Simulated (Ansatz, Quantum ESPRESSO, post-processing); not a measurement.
# From contact to tunnelling: vacuum gaps between two Li(110) faces, part 2 of 2

How fast does transmission decay with width? The series: vacuum gaps between two Li(110) faces.

Quantum ESPRESSO 7.5; plane-wave DFT, LDA, GBRV ultrasoft pseudopotentials; cross-check by Ansatz 0.2.0 with PAW datasets.

So far. Step 9 (Transmission with pwcond.x, 7 Å): T goes from 0.136 to 0.0550, a factor of 2.5. Step 10 (The same in Ansatz, 7 Å): Ansatz finds T = 0.0384 against pwcond's 0.0550.

## 12. Transmission with pwcond.x, 8 Å

File j3.cond.in:

```
&inputcond
  outdir = './out'
  prefixt = 'j3.scf'
  tran_file = 'j3.cond.dat'
  bdl = 1.4142135610
  bds = 10.1037559884
  ikind = 1
  ewind = 4.0
  epsproj = 1e-05
  nz1 = 7
  energy0 = 0.4
  denergy = -0.4
/
21
  0.00000000 0.00000000 0.01562500
  0.00000000 0.12500000 0.03125000
  0.00000000 0.25000000 0.03125000
  0.00000000 0.37500000 0.03125000
  0.00000000 0.50000000 0.01562500
  0.12500000 0.00000000 0.06250000
  0.12500000 0.25000000 0.06250000
  0.12500000 0.37500000 0.06250000
  0.12500000 0.50000000 0.06250000
  0.25000000 0.00000000 0.06250000
  0.25000000 0.12500000 0.03125000
  0.25000000 0.37500000 0.06250000
  0.25000000 0.50000000 0.06250000
  0.25000000 0.62500000 0.03125000
  0.37500000 0.00000000 0.06250000
  0.37500000 0.12500000 0.06250000
  0.37500000 0.50000000 0.06250000
  0.37500000 0.62500000 0.06250000
  0.50000000 0.00000000 0.03125000
  0.50000000 0.12500000 0.06250000
  0.50000000 0.25000000 0.03125000
3
```

Command:

```bash
$ OMP_NUM_THREADS=1 mpirun -n 2 pwcond.x -in j3.cond.in > j3.cond.out
```

Wall time 80 s (2 MPI ranks of Arm Neoverse N1, shared host); peak memory 0.12 GiB; 2.7 min of CPU time.

This step gave:

```
transmission at the Fermi level, one spin : 0.01412
conductance                               : 0.01412 G₀
```

Per spin; mean over the k mesh across the current. Table of transmission, zone mean by energy, zero at the Fermi level:

```
energy (eV)  transmission, zone mean
     -0.400                  0.00324
      0.000                   0.0141
      0.400                   0.0618
```

T goes from 0.0550 to 0.0141, a factor of 3.9.

## 13. The same in Ansatz, 8 Å

Level of this step: plane-wave DFT, LDA, Ansatz PAW (Ansatz 0.2.0).

File input.yaml:

```yaml
crystal:
  lattice:
    - [3.44, 0.0, 0.0]
    - [1.72, 2.4324473273, 0.0]
    - [0.0, 0.0, 34.7569206001]
  atoms:
    - { symbol: Li, position: [0.0, 0.0, 0.0] }
    - { symbol: Li, position: [0.5, 0.0, 0.0699845465] }
    - { symbol: Li, position: [0.0, 0.0, 0.1399690931] }
    - { symbol: Li, position: [0.5, 0.0, 0.2099536396] }
    - { symbol: Li, position: [0.0, 0.0, 0.2799381862] }
    - { symbol: Li, position: [0.5, 0.0, 0.3499227327] }
    - { symbol: Li, position: [0.0, 0.0, 0.5800927208] }
    - { symbol: Li, position: [0.5, 0.0, 0.6500772673] }
    - { symbol: Li, position: [0.0, 0.0, 0.7200618138] }
    - { symbol: Li, position: [0.5, 0.0, 0.7900463604] }
    - { symbol: Li, position: [0.0, 0.0, 0.8600309069] }
    - { symbol: Li, position: [0.5, 0.0, 0.9300154535] }
kpoints:
  mp_grid: { grid: [8, 10, 1] }
hamiltonian:
  xc: lda
scf:
  occupations: { method: fermi_dirac, width: 0.1 }
  convergence: { dr2_threshold: 1.0e-08 }
output:
  transmission: { leads: [[0, 2]], e_range: [-0.4, 0.4], de: 0.4, kmesh: [8, 8] }
  write_potential: true
  write_density: true
  volumetric_format: npy
  elf: true
```

Command:

```bash
$ ansatz run input.yaml --threads 2 --pin off --max-ram 4096MiB --backend cpu --events-out ev --progress --plain --runs-dir out
```

Wall time 58 s (2 threads); peak memory 0.62 GiB.

This step gave:

| Quantity | Value |
| --- | --- |
| free energy | -2419.1820 eV |
| energy at zero smearing | -2419.0853 eV |
| smearing term TS | 0.1934 eV |
| Fermi energy | 0.3041 eV |
| transmission at the Fermi level, one spin | 0.009314 |
| step of the lead's Hamiltonian over a period | 4.5 meV |

Per spin; mean over the k mesh across the current. Transmission, zone mean against energy, zero at the Fermi level:

```
energy (eV)  transmission, zone mean
     -0.400                  0.00218
      0.000                  0.00931
      0.400                   0.0393
```

Ansatz finds T = 0.00931 against pwcond's 0.0141.

## 14. Self-consistent run, 9 Å

Level of this step: plane-wave DFT, LDA, GBRV ultrasoft pseudopotentials (Quantum ESPRESSO 7.5).

File j4.scf.in:

```
&control
  prefix = 'j4.scf'
  outdir = './out'
  pseudo_dir = './pseudo'
  calculation = 'scf'
  tprnfor = .true.
/
&system
  ibrav = 0
  nat = 12
  ntyp = 1
  ecutwfc = 40
  ecutrho = 200
  occupations = 'smearing'
  smearing = 'mv'
  degauss = 0.01
/
&electrons
  conv_thr = 1e-07
  mixing_beta = 0.25
  electron_maxstep = 120
  mixing_mode = 'local-TF'
/
ATOMIC_SPECIES
  Li  6.9400  li_lda_v1.4.uspp.F.UPF
CELL_PARAMETERS angstrom
  3.44000000000000 0.00000000000000 0.00000000000000
  1.72000000000000 2.43244732728172 0.00000000000000
  0.00000000000000 0.00000000000000 35.75692060009896
ATOMIC_POSITIONS crystal
  Li  0.000000000000 0.000000000000 0.000000000000
  Li  0.500000000000 0.000000000000 0.068027315732
  Li  0.000000000000 0.000000000000 0.136054631465
  Li  0.500000000000 0.000000000000 0.204081947197
  Li  0.000000000000 0.000000000000 0.272109262930
  Li  0.500000000000 0.000000000000 0.340136578662
  Li  0.000000000000 0.000000000000 0.591836105606
  Li  0.500000000000 0.000000000000 0.659863421338
  Li  0.000000000000 0.000000000000 0.727890737070
  Li  0.500000000000 0.000000000000 0.795918052803
  Li  0.000000000000 0.000000000000 0.863945368535
  Li  0.500000000000 0.000000000000 0.931972684268
K_POINTS automatic
  8 10 1 0 0 0
```

Command:

```bash
$ OMP_NUM_THREADS=1 mpirun -n 2 pw.x -nk 2 -in j4.scf.in > j4.scf.out
```

Wall time 7.9 min (2 MPI ranks); peak memory 0.37 GiB.

Numbers from this step:

```
free energy  : -2333.2842 eV
Fermi energy : 0.198 eV
```

## 15. The open system, 9 Å

j4.cond.in, as its differences from the input of step 12:

```diff
@@ -2,6 +2,6 @@
   outdir = './out'
-  prefixt = 'j3.scf'
-  tran_file = 'j3.cond.dat'
+  prefixt = 'j4.scf'
+  tran_file = 'j4.cond.dat'
   bdl = 1.4142135610
-  bds = 10.1037559884
+  bds = 10.3944536628
   ikind = 1
```

Command:

```bash
$ OMP_NUM_THREADS=1 mpirun -n 2 pwcond.x -in j4.cond.in > j4.cond.out
```

Elapsed: 85 s, on 2 MPI ranks; peak memory 0.12 GiB.

Read from the output:

```
transmission at the Fermi level, one spin : 0.002932
conductance                               : 0.002932 G₀
```

Per spin; mean over the k mesh across the current. The transmission, zone mean by energy, zero at the Fermi level:

```csv
energy (eV),"transmission, zone mean"
-0.400,5.4e-4
0.000,0.00293
0.400,0.0181
```

T goes from 0.0141 to 0.00293, a factor of 4.8.

## 16. The same in Ansatz, 9 Å

Level of this step: plane-wave DFT, LDA, Ansatz PAW (Ansatz 0.2.0).

input.yaml, the sections that differ from step 13:

```yaml
crystal:
  lattice:
    - [3.44, 0.0, 0.0]
    - [1.72, 2.4324473273, 0.0]
    - [0.0, 0.0, 35.7569206001]
  atoms:
    - { symbol: Li, position: [0.0, 0.0, 0.0] }
    - { symbol: Li, position: [0.5, 0.0, 0.0680273157] }
    - { symbol: Li, position: [0.0, 0.0, 0.1360546315] }
    - { symbol: Li, position: [0.5, 0.0, 0.2040819472] }
    - { symbol: Li, position: [0.0, 0.0, 0.2721092629] }
    - { symbol: Li, position: [0.5, 0.0, 0.3401365787] }
    - { symbol: Li, position: [0.0, 0.0, 0.5918361056] }
    - { symbol: Li, position: [0.5, 0.0, 0.6598634213] }
    - { symbol: Li, position: [0.0, 0.0, 0.7278907371] }
    - { symbol: Li, position: [0.5, 0.0, 0.7959180528] }
    - { symbol: Li, position: [0.0, 0.0, 0.8639453685] }
    - { symbol: Li, position: [0.5, 0.0, 0.9319726843] }
# kpoints, hamiltonian, scf, output: as in step 13
```

Command:

```bash
$ ansatz run input.yaml --threads 2 --pin off --max-ram 4096MiB --backend cpu --events-out ev --progress --plain --runs-dir out
```

It took 60 s on 2 threads; peak memory 0.64 GiB; 1.9 min of CPU time.

This step gave:

```
free energy                               : -2419.1801 eV
energy at zero smearing                   : -2419.0832 eV
smearing term TS                          : 0.1939 eV
Fermi energy                              : 0.2042 eV
transmission at the Fermi level, one spin : 0.001805
```

Per spin; mean over the k mesh across the current. Table of transmission, zone mean by energy, zero at the Fermi level:

```
energy (eV)  transmission, zone mean
     -0.400                   3.5e-4
      0.000                  0.00181
      0.400                  0.00944
```

Ansatz finds T = 0.00181 against pwcond's 0.00293.

## 17. The series side by side

All levels:

```
level  T by pwcond  T by Ansatz  lead channels  CPU time (s)
  5 Å       0.2594       0.2322         0.9219         716.4
  6 Å       0.1363       0.1105         0.9219          1008
  7 Å      0.05497      0.03837         0.9219         954.5
  8 Å      0.01412     0.009314         0.9219          1039
  9 Å     0.002932     0.001805         0.9219          1122
```

## 18. Worked from the printed numbers

For the narrowest barrier, the Landauer sum over the mesh, Σ w T = 0.0625 × 0.981 + 0.0625 × 0.604 + 0.0625 × 0.541 + … = 0.2594.

G = 0.259 × 77.48 µS = 20.1 µS a cell. Times the area of 8.368 Å², the resistance-area product is A/G = 4.16 fΩ m², the leads' contact resistance included.

Free electrons at 1 an atom (2 atoms in 40.7 Å³) have k_F = 1.133 1/Å and offer A k_F²/4π = 0.85 channels per spin; the lead has 0.92 on this mesh.

κ = ln(T₁/T₂)/(2Δd) = ln(0.01412/0.002932)/(2 × 1 Å) = 0.79 1/Å.

## 19. Results

```json
{
 "conductance a cell at 5 Å": "0.259 G₀",
 "conductance a cell at 6 Å": "0.136 G₀",
 "conductance a cell at 7 Å": "0.0550 G₀",
 "conductance a cell at 8 Å": "0.0141 G₀",
 "conductance a cell at 9 Å": "0.00293 G₀",
 "fall of ln T per Å over the last interval": "1.57"
}
```

In words: The conductance goes from 0.259 G₀ at 5 Å to 0.00293 G₀ at 9 Å (LDA, GBRV ultrasoft). Interval by interval ln T falls by 0.64, 0.91, 1.36 and 1.57 per Å. The last interval gives κ = 0.79 1/Å in T ∝ exp(−2κd), an apparent barrier of (κ/0.512)² = 2.4 eV. Ansatz follows the series within a factor of 1.62. Points with over 2.5 times the mean carry up to 93 % of T, so the means lean on few points, and the mesh was not tested. The geometries are as built, not relaxed, and the leads are short. Semilocal functionals lack the image potential in a vacuum gap.

[Long decimals in the printed logs are rounded to 6 places.]

[Logs are printed without paths, hosts, clocks, repeated set-up lines and the standing remarks that a program may print on its own settings, such as how far it seeks lower states.]

[Hosts, paths, dates, database ids (printed as entryN), source tags and the programs' standing remarks are cut or masked in the printed files.]

[Maps of the electrostatic potential energy from Ansatz leave out the sawtooth potential of an applied field or a dipole correction, so their vacuum need not be flat; planar profiles and work functions include it.]
